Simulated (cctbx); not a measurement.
**Resonant diffraction in Li4FeCu3S6O2**

Space group R-3m (no. 166), a = 6.9110 Å, b = 6.9110 Å, c = 17.0750 Å, α = 90.00°, β = 90.00°, γ = 120.00°.

| atom | mult. | x | y | z | Ueq (Å²) |
| --- | --- | --- | --- | --- | --- |
| Cu1 | 9 | 1/2 | 1/2 | 0 | 0.0102 |
| Fe1 | 3 | 0 | 0 | 0 | 0.0129 |
| S1 | 18 | 0.1687 | 0.8313 | 0.0764 | 0.0093 |
| O1 | 6 | 2/3 | 1/3 | 0.0738 | 0.0216 |
| Li1 | 9 | 5/6 | 1/6 | 1/6 | 0.0293 |
| Li2 | 3 | 1/3 | 2/3 | 1/6 | 0.0144 |

The model was made for the exercise: a known structure type with other elements put in, its volume estimated, not relaxed; displacement parameters are assumed.

Calculated with cctbx: free-atom f′ and f″ from the Sasaki tables, no fine structure; amplitudes in electrons.

```
E (eV)  F 2 0 2  F 0 1 2  F 1 1 0  F 0 3 0
  6512     31.7     30.2     52.3     51.6
  6862     28.3     28.1     54.2     53.4
  6992     25.8     26.1     56.1     55.2
  7052     23.4     23.9     58.3     57.2
  7082     21.4     22.0     60.2     59.1
  7097     19.3     19.8     62.3     61.1
  7104     17.4     17.9     64.2     62.9
  7108     15.4     15.9     66.3     64.9
  7116     14.9     20.0     67.0     65.5
  7120     17.2     21.9     64.6     63.2
  7127     19.3     23.7     62.4     61.1
  7142     21.4     25.7     60.0     58.9
  7172     23.5     27.7     57.7     56.6
  7262     26.3     30.5     54.4     53.4
  7512     28.4     33.7     50.6     49.8
```

**Question.** Which edge is crossed, and why do the reflections move as they do?

The K edge of Fe. The edge is at 7112 eV. f′ of Fe falls from -3.8 e at 6992 eV to -7.3 e at 4 eV below it, and f″ steps from 0.47 to 3.94 e across it. Over that approach |F| changes by -40 % (2 0 2), -39 % (0 1 2), +18 % (1 1 0) and +18 % (0 3 0): a reflection falls where Fe scatters in phase with the total and rises where it scatters against it; it hardly moves where the Fe term is small or cancels by symmetry. Above the edge the larger f″ enters the imaginary part, where it can add to or cancel the other atoms' f″. The structure is centrosymmetric, so Friedel mates stay equal.

[Logs are printed without paths, hosts, clocks, repeated set-up lines and the standing remarks that a program may print on its own settings, such as how far it seeks lower states.]
